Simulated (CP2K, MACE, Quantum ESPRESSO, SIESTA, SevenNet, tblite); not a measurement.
# Bulk modulus two ways: random rock-salt alloy of NbC and TiC (64 atoms), CP2K double zeta, LDA

The cell holds 64 atoms (24 Ti, 32 C and 8 Nb). Recipe: rock-salt NbC, 2 x 2 x 2 conventional cells, 24 of 32 Nb sites given to Ti at random (x = 0.750), lattice by Vegard's rule (a = 4.364 Å); not relaxed, displaced by a Gaussian of 0.02 Å. Then the atoms were relaxed with MACE MP-0b3 medium in the fixed cell.

Calculated with CP2K 2026.2: LDA; DZVP-MOLOPT-SR, GTH-PADE potentials, 800 Ry; k-points Γ. The cell is scaled evenly by ±3 % in volume, with fractional positions held.

```
volume (Å³/atom)  energy less the middle row's (meV/atom)  pressure (GPa)
          10.074                                  -19.212          -5.667
          10.385                                    0.000         -13.872
          10.697                                   33.944         -20.852
```

**Question.** Find the bulk modulus at the middle volume from the pressures and from the energies, and check the printed pressure against the slope of the energy (1 meV/Å³ = 0.16022 GPa).

Worked:

The step is h = 0.3116 Å³. From pressures: B = −V dP/dV = 10.385 × (-5.667 − (-20.852)) / (2 × 0.3116) = 253 GPa.

From energies: B = V d²E/dV² = 10.385 × (-19.212 + (33.944)) / 0.3116² = 1576 meV/Å³ = 253 GPa.

Slope: P = −dE/dV = −(33.944 − (-19.212)) / (2 × 0.3116) = -85.3 meV/Å³ = -13.67 GPa, against -13.87 GPa printed.

The two moduli agree within 0 %.

A central difference over ±3 % overstates P by about B(1 + B′)(0.03)²/6, some 0.19 GPa for B′ = 4.

Limits: three points, a static cell at zero temperature, the cell shape held; the modulus is that at -13.9 GPa, not at zero pressure.

[Logs are printed without paths, hosts, clocks, repeated set-up lines and the standing remarks that a program may print on its own settings, such as how far it seeks lower states.]

[Hosts, paths, dates, database ids (printed as entryN), source tags and the programs' standing remarks are cut or masked in the printed files.]
